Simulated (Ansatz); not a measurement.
# Na on Fe(100): change of the work function, part 2 of 3

Wanted: Δφ(θ) for Na/Fe(100), starting from the hollow site.

Ansatz 0.2.0; plane-wave DFT, PBE, Ansatz PAW.

So far, work function, upper face (eV): step 2 (the clean slab) 3.86; step 3 (21 atoms, coverage 0.25 ML, cell 2x2) 2.24.

## (4) Adsorbate added, coverage 0.5 ML

System of this step: Na/Fe(100). The cell holds 22 atoms: 20 Fe and 2 Na. Cell: a = 5.740 Å, b = 5.740 Å, c = 26.017 Å, α = 90.0°, β = 90.0°, γ = 90.0°. Vacuum lies along c.

Another coverage, to see how the dipoles act on each other as their distance changes.

input.yaml

```yaml
crystal:
  lattice:
    - [5.74, 0.0, 0.0]
    - [0.0, 5.74, 0.0]
    - [0.0, 0.0, 26.0171609373]
  atoms:
    - { symbol: Fe, position: [0.0, 0.0, 0.3459255228], spin: 2.97 }
    - { symbol: Fe, position: [0.25, 0.25, 0.4010814257], spin: 2.38 }
    - { symbol: Fe, position: [0.0, 0.0, 0.455578151], spin: 2.5 }
    - { symbol: Fe, position: [0.25, 0.25, 0.5108773745], spin: 2.31 }
    - { symbol: Fe, position: [0.0, 0.0, 0.5625335051], spin: 2.92 }
    - { symbol: Fe, position: [0.0, 0.5, 0.3459255228], spin: 2.97 }
    - { symbol: Fe, position: [0.25, 0.75, 0.4010814257], spin: 2.38 }
    - { symbol: Fe, position: [0.0, 0.5, 0.455578151], spin: 2.5 }
    - { symbol: Fe, position: [0.25, 0.75, 0.5108773745], spin: 2.31 }
    - { symbol: Fe, position: [0.0, 0.5, 0.5625335051], spin: 2.92 }
    - { symbol: Fe, position: [0.5, 0.0, 0.3459255228], spin: 2.97 }
    - { symbol: Fe, position: [0.75, 0.25, 0.4010814257], spin: 2.38 }
    - { symbol: Fe, position: [0.5, 0.0, 0.455578151], spin: 2.5 }
    - { symbol: Fe, position: [0.75, 0.25, 0.5108773745], spin: 2.31 }
    - { symbol: Fe, position: [0.5, 0.0, 0.5625335051], spin: 2.92 }
    - { symbol: Fe, position: [0.5, 0.5, 0.3459255228], spin: 2.97 }
    - { symbol: Fe, position: [0.75, 0.75, 0.4010814257], spin: 2.38 }
    - { symbol: Fe, position: [0.5, 0.5, 0.455578151], spin: 2.5 }
    - { symbol: Fe, position: [0.75, 0.75, 0.5108773745], spin: 2.31 }
    - { symbol: Fe, position: [0.5, 0.5, 0.5625335051], spin: 2.92 }
    - { symbol: Na, position: [0.25, 0.25, 0.6540744772] }
    - { symbol: Na, position: [0.75, 0.75, 0.6540744772] }
magnetization:
  spin_polarized: true
kpoints:
  mp_grid: { grid: [5, 5, 1] }
hamiltonian:
  xc: pbe
scf:
  occupations: { method: fermi_dirac, width: 0.1 }
  convergence: { dr2_threshold: 1.0e-08 }
efield:
  axis: 3
  dipole_correction: true
  ramp_position: 0.97
  ramp_width: 0.06
relax:
  f_tol: 0.02
  max_steps: 60
  constraints: [{ sites: [0, 1, 5, 6, 10, 11, 15, 16] }]
output:
  bader: true
  dos: { projected: true, e_range: [-8, 4] }
  write_potential: true
  write_density: true
  volumetric_format: npy
```

Started as:

```bash
> ansatz run input.yaml --threads 4 --pin off --max-ram 12288MiB --backend cpu --events-out ev --progress --plain --runs-dir out
```

Wall time 8.5 min (4 threads of Arm Neoverse V1, shared host); peak memory 5.1 GiB.

The steps of the relaxation:

```csv
step,energy less that of the first step (eV),largest force component (eV/Å)
1,0.0000,0.0850
2,-0.0009,0.0517
3,-0.0015,0.0019
```

Forces are held to the 16 operations that the run works with; a distortion that breaks them can't arise in this run.

This step gave:

```
energy at zero smearing        : -92572.9095 eV
total moment                   : 52.12 μB
work function, upper face      : 2.427 eV
work function, lower face      : 3.859 eV
dipole along the normal        : 0.2606 e·Å
step between the vacuum levels : -1.431 eV
```

Running mean over 1.435 Å of the planar mean; the ramp of the sawtooth is left out. Electron's electrostatic potential energy less the Fermi level against z:

z (Å), electron's electrostatic potential energy less the Fermi level (eV) and a bar from the least value:
```
        4        3.9 ##############################
        5        3.9 ##############################
        6        3.8 ##############################
        7        3.4 #############################
        8       -0.9 ####################
        9       -9.0 ###
       10       -9.6 ##
       11       -9.6 ##
       12       -9.6 ##
       13       -9.7 ##
       14      -10.5 
       15       -7.1 #######
       16        0.3 #######################
       17       -1.6 ##################
       18        0.6 #######################
       19        2.0 ##########################
       20        2.3 ###########################
       21        2.4 ###########################
       22        2.4 ###########################
```

The density of states has structure finer than the step of the table below, so its rows give means over 0.25 eV, whole bins alone (the curve runs from -8 to 1.98 eV). Peaks (eV: height): total -3.220: 69.9, -2.470: 55.6, -1.620: 59.5, -1.560: 58.9, -1.350: 113, -1.140: 88.9, 1.440: 56.4; up -3.220: 65.6, -2.740: 39.8, -2.650: 42.6, -1.350: 48.4, -1.140: 63.5, -1.080: 51.3, -0.960: 44.5; down -1.620: 47.4, -1.560: 35.8, -1.350: 65.1, -0.990: 31.8, 1.440: 52.8, 1.650: 33.9, 1.860: 51.0.

Density of states against energy, zero at the Fermi level; means over each step; values in states/eV a cell:

```csv
energy (eV),total,up,down
-7.75,0.748,0.645,0.103
-7.50,1.30,0.620,0.677
-7.25,1.49,0.884,0.608
-7.00,1.95,0.959,0.990
-6.75,1.29,0.463,0.831
-6.50,0.747,0.308,0.439
-6.25,3.43,2.73,0.705
-6.00,3.10,0.738,2.36
-5.75,3.40,2.36,1.03
-5.50,2.19,1.13,1.07
-5.25,5.59,3.78,1.81
-5.00,3.72,2.83,0.893
-4.75,8.91,6.63,2.28
-4.50,15.2,13.0,2.24
-4.25,17.3,16.1,1.19
-4.00,22.9,19.3,3.65
-3.75,20.8,16.1,4.72
-3.50,26.1,21.0,5.05
-3.25,37.6,33.2,4.43
-3.00,27.3,21.5,5.71
-2.75,39.6,30.2,9.49
-2.50,41.0,26.8,14.2
-2.25,31.3,19.1,12.2
-2.00,27.9,19.3,8.52
-1.75,37.9,24.4,13.6
-1.50,45.1,22.2,22.9
-1.25,65.1,37.7,27.5
-1.00,58.1,33.9,24.3
-0.75,39.8,20.2,19.6
-0.50,26.1,12.7,13.4
-0.25,23.1,11.9,11.2
0.00,26.2,6.84,19.3
0.25,21.2,3.27,17.9
0.50,19.9,4.55,15.3
0.75,22.4,5.29,17.1
1.00,21.9,3.33,18.6
1.25,28.5,3.24,25.3
1.50,37.3,6.80,30.5
1.75,38.6,3.55,35.1
```

Projected DOS per atom over height of the atomic layer and energy from the Fermi level. Layers: Fe4 Fe4 Fe4 Fe4 Fe4 Na2 from below.

Ten even steps from '_' (0.00 states/eV) to '@' (3.08 states/eV), each cell a mean:
```
==******==..
++++====--..
==::::::++..
++..::..++..
==::::::==..
--++==++--__
++@@@@@@**..
**@@%%@@##__
**====--**__
##======##__
%%--==--**__
++==++==++__
==--::----__
----------__
..::::::..__
____________
____________
____________
____________
____________
____________
____________
```
Columns: height of the atomic layer (Å) from 9 to 17.0 (not evenly spaced); rows upwards: energy from the Fermi level (eV) from -7.96 to 1.95.

Projected DOS per atom, spin up over height of the atomic layer and energy from the Fermi level. Layers: Fe4 Fe4 Fe4 Fe4 Fe4 Na2 from below.

Values in states/eV, 22 rows by 6 columns, each cell a mean:
```
0.08 0.11 0.10 0.11 0.11 0.16
0.08 0.13 0.10 0.13 0.11 0.18
0.12 0.17 0.12 0.17 0.14 0.25
0.13 0.22 0.16 0.22 0.14 0.26
0.14 0.38 0.48 0.50 0.20 0.24
0.30 0.96 0.84 1.15 0.43 0.13
0.67 2.04 1.78 2.07 0.85 0.07
0.98 1.91 1.46 1.73 1.13 0.07
1.68 0.80 0.92 0.56 1.42 0.12
1.68 0.55 0.79 0.60 1.87 0.09
2.18 0.78 0.92 0.71 1.74 0.09
1.56 1.05 1.50 1.15 1.52 0.02
1.17 0.96 0.48 0.88 1.01 0.01
0.95 0.86 0.92 0.86 0.91 0.03
0.36 0.54 0.79 0.57 0.40 0.02
0.12 0.19 0.20 0.20 0.13 0.00
0.06 0.10 0.08 0.10 0.07 0.00
0.05 0.08 0.08 0.08 0.05 0.00
0.05 0.09 0.07 0.08 0.06 0.01
0.01 0.04 0.05 0.04 0.02 0.00
0.02 0.05 0.07 0.05 0.02 0.00
0.01 0.03 0.04 0.03 0.01 0.00
```
Columns: height of the atomic layer (Å) from 9 to 17.0 (not evenly spaced); rows upwards: energy from the Fermi level (eV) from -7.96 to 1.95.

Projected DOS per atom, spin down over height of the atomic layer and energy from the Fermi level. Layers: Fe4 Fe4 Fe4 Fe4 Fe4 Na2 from below.

Values in states/eV, 22 rows by 6 columns, each cell a mean:
```
1.21 1.77 1.96 1.80 1.26 0.18
1.63 1.43 1.17 1.26 0.99 0.14
1.22 0.52 0.65 0.50 1.42 0.17
1.67 0.23 0.52 0.18 1.41 0.17
1.19 0.42 0.34 0.41 1.18 0.16
0.66 0.70 0.66 0.67 0.54 0.12
1.01 1.03 1.09 0.98 1.05 0.34
0.89 1.09 1.07 1.22 1.08 0.21
0.38 0.58 0.42 0.55 0.43 0.02
0.52 0.71 0.62 0.69 0.45 0.05
0.31 0.40 0.45 0.51 0.41 0.05
0.17 0.29 0.35 0.29 0.20 0.02
0.14 0.20 0.30 0.22 0.16 0.03
0.09 0.10 0.13 0.10 0.10 0.02
0.10 0.15 0.12 0.15 0.11 0.01
0.03 0.05 0.05 0.05 0.03 0.00
0.06 0.10 0.07 0.09 0.06 0.01
0.06 0.11 0.08 0.11 0.07 0.01
0.01 0.03 0.04 0.03 0.01 0.00
0.02 0.06 0.08 0.06 0.02 0.00
0.01 0.04 0.05 0.04 0.01 0.00
0.00 0.01 0.01 0.01 0.00 0.00
```
Columns: height of the atomic layer (Å) from 9 to 17.0 (not evenly spaced); rows upwards: energy from the Fermi level (eV) from -7.96 to 1.95.

Site moment by atom:

```csv
atom,site moment (μB)
Fe1,2.97
Fe2,2.39
Fe3,2.48
Fe4,2.31
Fe5,2.81
Fe6,2.97
Fe7,2.39
Fe8,2.48
Fe9,2.31
Fe10,2.81
Fe11,2.97
Fe12,2.39
Fe13,2.48
Fe14,2.31
Fe15,2.81
Fe16,2.97
Fe17,2.39
Fe18,2.48
Fe19,2.31
Fe20,2.81
Na21,-0.01
Na22,-0.01
```

The relaxation took 3 steps and lowered the energy by 0.0015 eV; the largest force on the free atoms ends at 0.0019 eV/Å.

The covered face has 2.43 eV, -1.43 eV against the clean one; the bare back face has moved by +0.03 eV, a measure of how thin the slab is.

## (5) Work function against coverage

This step: plane-wave DFT, PBE, Ansatz PAW; work function against coverage (Ansatz 0.2.0).

The runs are now put side by side.

This step gave:

| Property | Result |
| --- | --- |
| work function of the clean face | 3.856 eV |
| largest change of the work function | -1.617 eV |

Work function of the covered face against coverage:

```csv
coverage (adsorbates/nm²),work function of the covered face (eV)
0.00,3.86
3.04,2.24
6.07,2.43
```

The dipole per adsorbate comes from the change of the cell's dipole. Coverage, by row:

```csv
coverage (1/nm²),coverage (ML),work function (eV),change (eV),"dipole per adsorbate, positive end outwards (debye)",mean height of the added atoms over the highest substrate atom (Å)
3.035,0.25,2.239,-1.617,1.423,2.297
6.07,0.5,2.427,-1.429,0.637,2.374
```

## (6) The slab at 0.25 ML, atoms frozen

This step: plane-wave DFT, PBE, Ansatz PAW (Ansatz 0.2.0).

System of this step: Na/Fe(100). The cell holds 21 atoms: 20 Fe and 1 Na. Cell: a = 5.740 Å, b = 5.740 Å, c = 26.017 Å, α = 90.0°, β = 90.0°, γ = 90.0°. Vacuum lies along c.

To see where the charge goes, the covered slab, the bare substrate and the adsorbate layer are each run at the same frozen positions and on the same grid.

input.yaml

```yaml
crystal:
  lattice:
    - [5.74, 0.0, 0.0]
    - [0.0, 5.74, 0.0]
    - [0.0, 0.0, 26.0171609373]
  atoms:
    - { symbol: Fe, position: [0.0, 0.0, 0.3459255228], spin: 2.5 }
    - { symbol: Fe, position: [0.25, 0.25, 0.4010814257], spin: 2.5 }
    - { symbol: Fe, position: [0.0009380078, 0.0009380078, 0.4556321108], spin: 2.5 }
    - { symbol: Fe, position: [0.25, 0.25, 0.5121284966], spin: 2.5 }
    - { symbol: Fe, position: [-0.0041659731, -0.0041659731, 0.5624691701], spin: 2.5 }
    - { symbol: Fe, position: [0.0, 0.5, 0.3459255228], spin: 2.5 }
    - { symbol: Fe, position: [0.25, 0.75, 0.4010814257], spin: 2.5 }
    - { symbol: Fe, position: [0.0009380078, 0.4990619922, 0.4556321108], spin: 2.5 }
    - { symbol: Fe, position: [0.25, 0.75, 0.5107383226], spin: 2.5 }
    - { symbol: Fe, position: [-0.0041659731, 0.5041659731, 0.5624691701], spin: 2.5 }
    - { symbol: Fe, position: [0.5, 0.0, 0.3459255228], spin: 2.5 }
    - { symbol: Fe, position: [0.75, 0.25, 0.4010814257], spin: 2.5 }
    - { symbol: Fe, position: [0.4990619922, 0.0009380078, 0.4556321108], spin: 2.5 }
    - { symbol: Fe, position: [0.75, 0.25, 0.5107383226], spin: 2.5 }
    - { symbol: Fe, position: [0.5041659731, -0.0041659731, 0.5624691701], spin: 2.5 }
    - { symbol: Fe, position: [0.5, 0.5, 0.3459255228], spin: 2.5 }
    - { symbol: Fe, position: [0.75, 0.75, 0.4010814257], spin: 2.5 }
    - { symbol: Fe, position: [0.4990619922, 0.4990619922, 0.4556321108], spin: 2.5 }
    - { symbol: Fe, position: [0.75, 0.75, 0.5098949043], spin: 2.5 }
    - { symbol: Fe, position: [0.5041659731, 0.5041659731, 0.5624691701], spin: 2.5 }
    - { symbol: Na, position: [0.25, 0.25, 0.6507448865] }
magnetization:
  spin_polarized: true
kpoints:
  mp_grid: { grid: [5, 5, 1] }
hamiltonian:
  xc: pbe
scf:
  occupations: { method: fermi_dirac, width: 0.1 }
  convergence: { dr2_threshold: 1.0e-08 }
efield:
  axis: 3
  dipole_correction: true
  ramp_position: 0.97
  ramp_width: 0.06
output:
  write_potential: true
  write_density: true
  volumetric_format: npy
```

Elapsed: 3.8 min, on 4 threads; peak memory 4.9 GiB.

This step gave:

| Quantity | Value |
| --- | --- |
| energy at zero smearing | -91086.0150 eV |
| total moment | 52.26 μB |
| work function, upper face | 2.240 eV |
| work function, lower face | 3.841 eV |
| dipole along the normal | 0.2914 e·Å |
| step between the vacuum levels | -1.601 eV |

The work function of the upper face is 2.24 eV.

## (7) The substrate of the 0.25 ML cell alone

System of this step: Na/Fe(100), substrate alone, atoms held. The cell holds 20 atoms: 20 Fe. Cell: a = 5.740 Å, b = 5.740 Å, c = 26.017 Å, α = 90.0°, β = 90.0°, γ = 90.0°. Vacuum lies along c.

The second part, atoms unmoved.

input.yaml

```yaml
crystal:
  lattice:
    - [5.74, 0.0, 0.0]
    - [0.0, 5.74, 0.0]
    - [0.0, 0.0, 26.0171609373]
  atoms:
    - { symbol: Fe, position: [0.0, 0.0, 0.3459255228], spin: 2.97 }
    - { symbol: Fe, position: [0.25, 0.25, 0.4010814257], spin: 2.38 }
    - { symbol: Fe, position: [0.0009380078, 0.0009380078, 0.4556321108], spin: 2.49 }
    - { symbol: Fe, position: [0.25, 0.25, 0.5121284966], spin: 2.35 }
    - { symbol: Fe, position: [-0.0041659731, -0.0041659731, 0.5624691701], spin: 2.84 }
    - { symbol: Fe, position: [0.0, 0.5, 0.3459255228], spin: 2.97 }
    - { symbol: Fe, position: [0.25, 0.75, 0.4010814257], spin: 2.38 }
    - { symbol: Fe, position: [0.0009380078, 0.4990619922, 0.4556321108], spin: 2.49 }
    - { symbol: Fe, position: [0.25, 0.75, 0.5107383226], spin: 2.31 }
    - { symbol: Fe, position: [-0.0041659731, 0.5041659731, 0.5624691701], spin: 2.84 }
    - { symbol: Fe, position: [0.5, 0.0, 0.3459255228], spin: 2.97 }
    - { symbol: Fe, position: [0.75, 0.25, 0.4010814257], spin: 2.38 }
    - { symbol: Fe, position: [0.4990619922, 0.0009380078, 0.4556321108], spin: 2.49 }
    - { symbol: Fe, position: [0.75, 0.25, 0.5107383226], spin: 2.31 }
    - { symbol: Fe, position: [0.5041659731, -0.0041659731, 0.5624691701], spin: 2.84 }
    - { symbol: Fe, position: [0.5, 0.5, 0.3459255228], spin: 2.97 }
    - { symbol: Fe, position: [0.75, 0.75, 0.4010814257], spin: 2.39 }
    - { symbol: Fe, position: [0.4990619922, 0.4990619922, 0.4556321108], spin: 2.49 }
    - { symbol: Fe, position: [0.75, 0.75, 0.5098949043], spin: 2.26 }
    - { symbol: Fe, position: [0.5041659731, 0.5041659731, 0.5624691701], spin: 2.84 }
magnetization:
  spin_polarized: true
kpoints:
  mp_grid: { grid: [5, 5, 1] }
hamiltonian:
  xc: pbe
scf:
  occupations: { method: fermi_dirac, width: 0.1 }
  convergence: { dr2_threshold: 1.0e-08 }
efield:
  axis: 3
  dipole_correction: true
  ramp_position: 0.97
  ramp_width: 0.06
output:
  write_potential: true
  write_density: true
  volumetric_format: npy
```

It took 3.6 min on 4 threads; peak memory 4.8 GiB; 14 min of CPU time.

This step gave:

```yaml
energy_at_zero_smearing: -89599.2278 eV
total_moment: 52.86 μB
work_function_upper_face: 3.860 eV
work_function_lower_face: 3.831 eV
dipole_along_the_normal: -0.005348 e·Å
step_between_the_vacuum_levels: 0.02937 eV
```

Site moment by atom:

```csv
atom,site moment (μB)
Fe1,2.97
Fe2,2.37
Fe3,2.50
Fe4,2.34
Fe5,2.91
Fe6,2.97
Fe7,2.38
Fe8,2.50
Fe9,2.30
Fe10,2.91
Fe11,2.97
Fe12,2.38
Fe13,2.50
Fe14,2.30
Fe15,2.91
Fe16,2.97
Fe17,2.39
Fe18,2.50
Fe19,2.27
Fe20,2.91
```

The work function of the upper face is 3.86 eV.

## (8) The adsorbate layer of the 0.25 ML cell alone

System of this step: Na/Fe(100), adsorbate layer alone, atoms held. The cell holds 1 atom: 1 Na. Its edges and angles: a = 5.740 Å, b = 5.740 Å, c = 26.017 Å, α = 90.0°, β = 90.0°, γ = 90.0°. Vacuum lies along c.

The third part; a free layer of atoms may carry a moment, so spin is on.

input.yaml, the sections that differ from step 7:

```yaml
crystal:
  lattice:
    - [5.74, 0.0, 0.0]
    - [0.0, 5.74, 0.0]
    - [0.0, 0.0, 26.0171609373]
  atoms:
    - { symbol: Na, position: [0.25, 0.25, 0.6507448865], spin: 1.0 }
# magnetization, kpoints, hamiltonian, scf, efield, output: as in step 7
```

Elapsed: 5.6 s, on 4 threads; peak memory 0.85 GiB; 21 s of CPU time.

Numbers from this step:

| Quantity | Value |
| --- | --- |
| energy at zero smearing | -1485.4404 eV |
| work function, upper face | 2.858 eV |
| dipole along the normal | 6.67e-6 e·Å |

At this spacing and smearing the free layer keeps no moment.

## (9) Density difference at 0.25 ML

This step: plane-wave DFT, PBE, Ansatz PAW; density difference on adsorption (Ansatz 0.2.0).

The densities of the parts are taken from that of the whole and averaged over planes; the first moment of what is left gives the step in the potential.

Numbers from this step:

```yaml
largest_charge_moved: 0.005536 e/Å²
potential_step_from_the_moved_charge: -1.630 eV
```

Planar mean, whole system less its parts. Electron density difference against z:

```csv
z (Å),electron density difference (e/Å³)
4.0,5.9e-7
4.5,1.0e-6
5.0,2.8e-6
5.5,6.4e-6
6.0,1.3e-5
6.5,2.2e-5
7.0,3.0e-5
7.5,8.6e-6
8.0,-8.0e-5
8.5,-8.4e-5
9.0,5.1e-5
9.5,9.5e-5
10.0,-2.3e-5
10.5,-8.2e-5
11.0,-7.7e-5
11.5,7.1e-5
12.0,2.2e-4
12.5,-6.8e-5
13.0,-4.9e-4
13.5,-2.4e-4
14.0,-5.8e-4
14.5,-0.00239
15.0,-0.00314
15.5,0.00660
16.0,0.00771
16.5,0.00310
17.0,-2.6e-4
17.5,-0.00208
18.0,-0.00310
18.5,-0.00251
19.0,-0.00152
19.5,-7.8e-4
20.0,-3.7e-4
20.5,-1.6e-4
21.0,-6.9e-5
21.5,-2.8e-5
22.0,-1.1e-5
22.5,-4.2e-6
23.0,-1.8e-6
23.5,-6.2e-7
```

Planar mean, whole system less its parts. Electrons moved below z against z:

```csv
z (Å),electrons moved below z (e/Å²)
4,2.8e-7
5,1.8e-6
6,9.3e-6
7,3.3e-5
8,2.1e-5
9,-2.1e-5
10,4.0e-5
11,-5.1e-5
12,2.5e-5
13,-1.4e-4
14,-5.2e-4
15,-0.00310
16,0.00263
17,0.00548
18,0.00328
19,9.5e-4
20,1.9e-4
21,3.3e-5
22,4.8e-6
23,4.4e-7
```

(Continued in part 3 of 3.)

[Logs are printed without paths, hosts, clocks, repeated set-up lines and the standing remarks that a program may print on its own settings, such as how far it seeks lower states.]

[Hosts, paths, dates, database ids (printed as entryN), source tags and the programs' standing remarks are cut or masked in the printed files.]

[Maps of the electrostatic potential energy from Ansatz leave out the sawtooth potential of an applied field or a dipole correction, so their vacuum need not be flat; planar profiles and work functions include it.]

[The density of states shown here was stored with 400 of the rows of the run's finer table, so its peaks can read low, often by over a quarter, or be missed, and its means over a window can be off by a tenth or more.]
